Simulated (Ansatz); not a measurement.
**CaHfSe3 (model cell, started as cubic perovskite with Hf in the octahedra): phonons and vibrational spectra**

Task: relax CaHfSe3 (model cell, started as cubic perovskite with Hf in the octahedra), then find its harmonic phonons.

Main program and level: Ansatz 0.2.0; DFT LDA, scalar-relativistic, plane waves, PAW; PAW set soft_1.

Report form: the programs' logs are mostly left out.

The structure was built from a prototype and need not be the compound's stable phase.

### Step 1. Set-up

The structure is cubic, space group Pm-3m (No. 221). The conventional cell has a = 5.272 Å, b = 5.272 Å, c = 5.272 Å, α = 90.00°, β = 90.00°, γ = 90.00°. Ca has 12 Se at 3.73 Å nearest. Hf has 6 Se at 2.64 Å nearest. Se has 2 Hf at 2.64 Å and 4 Ca at 3.73 Å nearest. Farther neighbours and most contacts between anions are not listed.

### Step 2. Bringing the structure to rest, k-mesh 6×6×6, smearing width 0.01 eV

The cell and atoms are relaxed, since residual forces and stress would shift the frequencies.

input.yaml reads:

```yaml
crystal:
  lattice:
    - [5.2724, 0.0, 0.0]
    - [0.0, 5.2724, 0.0]
    - [0.0, 0.0, 5.2724]
  atoms:
    - { symbol: Ca, position: [0.0, 0.0, 0.0] }
    - { symbol: Hf, position: [0.5, 0.5, 0.5] }
    - { symbol: Se, position: [0.5, 0.5, 0.0] }
    - { symbol: Se, position: [0.5, 0.0, 0.5] }
    - { symbol: Se, position: [0.0, 0.5, 0.5] }
kpoints:
  mp_grid: { grid: [6, 6, 6] }
hamiltonian:
  xc: lda
  pseudopotentials: { kind: paw, azcp: { folder: soft_1 }, xc_functional: pbe }
scf:
  occupations: { method: gaussian, width: 0.01 }
output:
  forces: true
  stress: true
  eigenvalues: true
relax:
  adjacent_minimum: "off"
  f_tol: 0.005
  max_steps: 80
  cell: { stress_tol: 0.05 }
```

Launch:

```console
ansatz run input.yaml --threads 4 --pin off --max-ram 16384MiB --backend cpu --events-out ev --progress --plain --runs-dir out
```

It took 14 s on 4 threads of Arm Neoverse V2, shared host; peak memory 0.55 GiB.

Relaxation path:

```
step  energy less that of the first step (eV)  largest force component (eV/Å)  pressure (GPa)  volume (Å³)
   1                                   0.0000                          0.0000           -6.58       146.56
   2                                  -0.3221                          0.0000            2.71       126.16
   3                                  -0.3580                          0.0000           -0.43       131.49
   4                                  -0.3591                          0.0000           -0.03       130.74
  5*                                  -0.3574                          0.0000           -0.03       130.74
```

Relaxation steps marked * repeat the geometry before them on a plane-wave basis chosen anew for their cell, so energy and pressure can jump there.

The run keeps the 48 symmetry operations that it works with, so distortions that break them were not tested.

```
conventional cell, symmetrised  before  after   change
                         a (Å)   5.272  5.075   -3.7 %
                         b (Å)   5.272  5.075   -3.7 %
                         c (Å)   5.272  5.075   -3.7 %
              volume (Å³/atom)   29.31  26.15  -10.8 %
```

The relaxed structure:

```xyz
5
Lattice="5.0754 0.0000 0.0000 0.0000 5.0754 0.0000 0.0000 0.0000 5.0754" Properties=species:S:1:pos:R:3 pbc="T T T"
Ca    0.0000    0.0000    0.0000
Hf    2.5377    2.5377    2.5377
Se    2.5377    2.5377    0.0000
Se    2.5377    0.0000    2.5377
Se    0.0000    2.5377    2.5377
```

Numbers from this step:

```yaml
pressure: -0.02848 GPa
volume_per_atom: 26.15 Å³
gap_on_the_k_mesh: 0 eV
```

In this step the volume went from 29.31 to 26.15 Å³/atom.

### Step 3. Relaxation, k-mesh 8×8×8, smearing width 0.1 eV

The relaxation is repeated from its end, on the mesh and smearing that suit the cell and gap now reached.

input.yaml, the sections that differ from step 2:

```yaml
crystal:
  lattice:
    - [5.0753710363, 0.0, 0.0]
    - [0.0, 5.0753710363, 0.0]
    - [0.0, 0.0, 5.0753710363]
  atoms:
    - { symbol: Ca, position: [0.0, 0.0, 0.0] }
    - { symbol: Hf, position: [0.5, 0.5, 0.5] }
    - { symbol: Se, position: [0.5, 0.5, 0.0] }
    - { symbol: Se, position: [0.5, 0.0, 0.5] }
    - { symbol: Se, position: [0.0, 0.5, 0.5] }
kpoints:
  mp_grid: { grid: [8, 8, 8] }
scf:
  occupations: { method: gaussian, width: 0.1 }
output:
  forces: true
  stress: true
  eigenvalues: true
  write_density: true
  write_potential: true
  elf: true
  volumetric_format: npy
# hamiltonian, relax: as in step 2
```

Wall time 11 s (4 threads); peak memory 0.57 GiB.

Little changed from the start: no atom moved by 0.005 Å and no cell edge by 0.1 %.

Numbers from this step:

```yaml
pressure: -0.03463 GPa
```

In this step the volume went from 26.15 to 26.15 Å³/atom.

### Step 4. Relaxing to small forces for the phonons

Phonons need a cell at rest on their own settings, so the relaxation is repeated with tight tolerances on forces and stress, using the mesh and the filling of the phonon run that follows.

input.yaml, the sections that differ from step 3:

```yaml
scf:
  occupations: { method: methfessel_paxton, width: 0.2 }
output:
  forces: true
  stress: true
  eigenvalues: true
relax:
  adjacent_minimum: "off"
  f_tol: 0.001
  max_steps: 60
  cell: { stress_tol: 0.01 }
# crystal, kpoints, hamiltonian: as in step 3
```

The job ended after 16 s (4 threads; peak memory 0.57 GiB).

Little changed from the start: no atom moved by 0.005 Å and no cell edge by 0.1 %.

Numbers from this step:

```yaml
pressure: -4.90e-5 GPa
volume_per_atom: 26.14 Å³
```

The forces vanish by symmetry and the pressure is 0.000 GPa, within the tolerances set. The cell now holds 26.14 Å³/atom.

### Step 5. Linear response at the zone centre

The zone centre comes first: it holds the modes that light can see, as far as symmetry allows. No field response is asked, since the mesh shows no gap.

input.yaml, the sections that differ from step 4:

```yaml
crystal:
  lattice:
    - [5.0745860677, 0.0, 0.0]
    - [0.0, 5.0745860677, 0.0]
    - [0.0, 0.0, 5.0745860677]
  atoms:
    - { symbol: Ca, position: [0.0, 0.0, 0.0] }
    - { symbol: Hf, position: [0.5, 0.5, 0.5] }
    - { symbol: Se, position: [0.5, 0.5, 0.0] }
    - { symbol: Se, position: [0.5, 0.0, 0.5] }
    - { symbol: Se, position: [0.0, 0.5, 0.5] }
output:
  eigenvalues: true
phonons:
  method: dfpt
# kpoints, hamiltonian, scf: as in step 4
# relax: removed
```

Elapsed: 2.1 min, on 4 threads; peak memory 2.5 GiB.

This step gave:

| Item | Value |
| --- | --- |
| sum-rule residual before enforcement | 4.44e-5 eV/Å² |
| point group | m-3m |
| highest optical mode at the zone centre (no LO-TO term) | 250.4 cm⁻¹ |
| lowest optical zone-centre mode | -118.7 cm⁻¹ |

Patterns of degenerate modes are one choice out of their space. Modes at Γ, with each element's share of the kinetic energy (negative means imaginary):

```
mode  frequency (cm⁻¹)  symmetry  Ca %  Hf %  Se %
   1            -118.7       T1u    81     0    19
   2            -118.7       T1u    81     0    19
   3            -118.7       T1u    81     0    19
   4             -78.0       T2u     0     0   100
   5             -78.0       T2u     0     0   100
   6             -78.0       T2u     0     0   100
   7             -45.5       T1u    10    48    42
   8             -45.5       T1u    10    48    42
   9             -45.5       T1u    10    48    42
  10               0.0  acoustic     9    39    52
  11               0.0  acoustic     9    39    52
  12               0.0  acoustic     9    39    52
  13             250.4       T1u     0    13    87
  14             250.4       T1u     0    13    87
  15             250.4       T1u     0    13    87
```

Displacements in mode 3 (-118.7 cm⁻¹), the largest set to 1:
```
Ca1  0.02 -0.27  1.00
Hf2  0.00  0.00  0.02
Se3  0.00  0.06 -0.07
Se4  0.00  0.02 -0.24
Se5  0.00  0.06 -0.24
```

Displacements in mode 8 (-45.5 cm⁻¹), the largest set to 1:
```
Ca1 -0.01 -0.25 -0.97
Hf2  0.01  0.26  1.00
Se3 -0.01 -0.25  0.20
Se4 -0.01  0.05 -0.99
Se5  0.00 -0.25 -0.99
```

Before it was imposed, the acoustic sum rule was missed by 4.4e-5 eV/Å². Small misses are needed for a sound result but don't prove that mesh and cutoff are converged. The lowest optical mode is imaginary, 118.7i cm⁻¹, so the energy falls along it.

### Step 6. The dispersion

Stability and thermal properties need the whole zone. Linear response on a 2×2×2 q mesh gives force constants as far as a supercell of that size would.

input.yaml: that of step 5 with these lines changed.

```diff
@@ -22 +22,8 @@
   method: dfpt
+  qmesh: [2, 2, 2]
+  temperatures: { t_max: 1000, t_step: 50 }
+  qpath:
+    path:
+      - [[0.0, 0.0, 0.0], [0.0, 0.5, 0.0], [0.5, 0.5, 0.0], [0.0, 0.0, 0.0], [0.5, 0.5, 0.5], [0.0, 0.5, 0.0]]
+      - [[0.5, 0.5, 0.5], [0.5, 0.5, 0.0]]
+    npoints: 10
```

It took 9.2 min on 4 threads; peak memory 2.2 GiB; 36 min of CPU time.

Numbers from this step:

* sum-rule residual before enforcement: 4.02e-5 eV/Å²
* lowest frequency on the path: -118.7 cm⁻¹
* highest frequency on the path or at a solved wavevector: 301.8 cm⁻¹
* lowest mode on the q mesh (acoustic modes at Γ apart): -118.7 cm⁻¹

Frequencies (cm⁻¹) solved at each irreducible wavevector; negative means imaginary. Frequencies by wavevector, by row:

```
q in reciprocal lattice units  star  mode 1  mode 2  mode 3  mode 4  mode 13  mode 14  mode 15
                        0 0 0     1  -118.7  -118.7  -118.7     -78    250.4    250.4    250.4
                     0 0 -0.5     3  -107.9  -107.9     -64     -64    252.7    252.7    278.3
                  0 -0.5 -0.5     3  -109.6  -109.6  -106.9   -85.9    205.8    255.9    290.7
               -0.5 -0.5 -0.5     1    -112    -112    -112  -110.7    175.1    175.1    301.8
```

Interpolated from a 2×2×2 q mesh. The phonon branches at the labelled points (cm⁻¹):

```
    point  branch 1  branch 2  branch 3  branch 4  branch 12  branch 13  branch 14  branch 15
        Γ      -119      -119      -119       -78          0        250        250        250
  halfway      -114      -114       -82       -68        106        252        252        263
        X      -108      -108       -64       -64        154        253        253        278
  halfway      -109       -98       -90       -86        156        230        254        286
        M      -110      -110      -107       -86        159        206        256        291
  halfway      -107      -104       -94       -81        110        239        253        276
        Γ      -119      -119      -119       -78          0        250        250        250
  halfway      -104      -104       -94       -85        115        235        235        289
        R      -112      -112      -112      -111        155        175        175        302
  halfway      -106      -105       -98       -92        156        219        230        296
        X      -108      -108       -64       -64        154        253        253        278
jump to R      -112      -112      -112      -111        155        175        175        302
  halfway      -111      -111      -109      -100        157        191        220        300
        M      -110      -110      -107       -86        159        206        256        291
```

Tetrahedra on a 12×12×12 mesh, mean over bins of 5 cm-1. Interpolated from a 2×2×2 q mesh. Phonon density of states against wavenumber; read off at these points:

```
wavenumber (cm⁻¹)  phonon density of states (1/cm⁻¹/cell)
             -118                                 0.00699
             -108                                   0.267
             -102                                   0.150
              -88                                  0.0594
              -72                                  0.0481
              -58                                  0.0493
              -48                                  0.0222
              -32                                  0.0189
              -18                                  0.0157
               -2                                   0.011
               12                                  0.0111
               28                                  0.0229
               42                                  0.0397
               58                                  0.0447
               72                                  0.0545
               88                                  0.0578
               98                                  0.0715
              102                                  0.0818
              112                                  0.0199
              128                                  0.0191
              142                                  0.0281
              152                                  0.0703
              158                                  0.0299
              172                                       0
              188                                  0.0034
              202                                 0.00984
              218                                  0.0200
              232                                  0.0295
              242                                  0.0471
              252                                  0.0898
              258                                 0.00465
              272                                  0.0127
              288                                  0.0386
              302                                  0.0113
```

The partial phonon density of states has structure finer than the step of the table below, so its rows give means over 20 cm⁻¹, whole bins alone (the curve runs from -129 to 321 cm⁻¹). Peaks (cm⁻¹: height): Ca -106.1: 0.152; Hf -24.1: 0.0131, 32.5: 0.0326, 83.4: 0.0233, 117.3: 0.0385, 139.9: 0.0460, 154.0: 0.0573, 250.2: 0.0116; Se -106.1: 0.0496, -63.6: 0.0653, 57.9: 0.0380, 100.3: 0.0532, 250.2: 0.0757, 289.8: 0.0361.

Phonopy on the run's constants, 11x11x11 mesh, Gaussian sigma 3.2 cm-1. Interpolated from a 2×2×2 q mesh. The partial phonon density of states by wavenumber; means over each step; values in 1/cm⁻¹/cell:

```
wavenumber (cm⁻¹)       Ca       Hf       Se
             -100   0.0888   1.0e-3   0.0396
              -80   0.0122   7.3e-4   0.0421
              -60  0.00285   6.3e-4   0.0456
              -40  0.00203  0.00328   0.0156
              -20  0.00164  0.00868   0.0115
                0   4.6e-4   3.3e-4  0.00139
               20  0.00131  0.00595  0.00845
               40  0.00377   0.0168   0.0231
               60  0.00423  0.00539   0.0297
               80  0.00414   0.0194   0.0410
              100  0.00242  0.00673   0.0420
              120  0.00126   0.0188  0.00379
              140   9.3e-4   0.0256  0.00278
              160   6.4e-4   0.0225  0.00120
              180        0   1.6e-4  0.00155
              200        0   9.4e-4  0.00852
              220   1.7e-5  0.00229   0.0187
              240   4.3e-5  0.00583   0.0405
              260   1.7e-5  0.00339   0.0235
              280   6.7e-5   9.8e-4   0.0241
              300   1.4e-5   4.5e-4   0.0190
```

Symmetry leaves 4 wavevectors to solve. The lowest mode among them, the acoustic zeros apart, lies at Γ and is imaginary, 118.7i cm⁻¹, so the energy falls along it.

### Step 7. Outcome

- space group after relaxation (within 0.01 Å): Pm-3m
- volume per atom: 26.1 Å³
- electronic character: no gap on this mesh
- highest optical mode at the zone centre (no LO-TO term): 250 cm⁻¹
- lowest optical zone-centre mode: -119 cm⁻¹
- lowest mode on the q mesh (acoustic modes at Γ apart): -119 cm⁻¹
- highest frequency on the path or at a solved wavevector: 302 cm⁻¹
- imaginary modes on the 2×2×2 q mesh: yes

In words: Modes are clearly imaginary (beyond 10i cm⁻¹) at 4 of the 4 irreducible wavevectors, most at Γ (118.7i cm⁻¹), so this structure is not a minimum of the energy. The optical modes at Γ span -119 to 250 cm⁻¹ (negative means imaginary). The highest mode in this list at Γ, 250.4 cm⁻¹, is mostly motion of Se (87 % of the kinetic energy). With no gap, or one that is small against the smearing, the frequencies hang on the k mesh and the smearing, most of all near Kohn anomalies. A semilocal functional can close a gap that the real compound would have, so the metallic treatment may be an artefact of the level. Spin-orbit coupling is left out, which can matter for the heavy elements here. The PAW files were made for PBE and serve the other functionals too. The starting cell was built on a prototype and not taken from a measurement, so the phase need not exist. These are harmonic frequencies at zero temperature: anharmonic shifts, linewidths and thermal expansion are left out.

[Logs are printed without paths, hosts, clocks, repeated set-up lines and the standing remarks that a program may print on its own settings, such as how far it seeks lower states.]

[Hosts, paths, dates, database ids (printed as entryN), source tags and the programs' standing remarks are cut or masked in the printed files.]
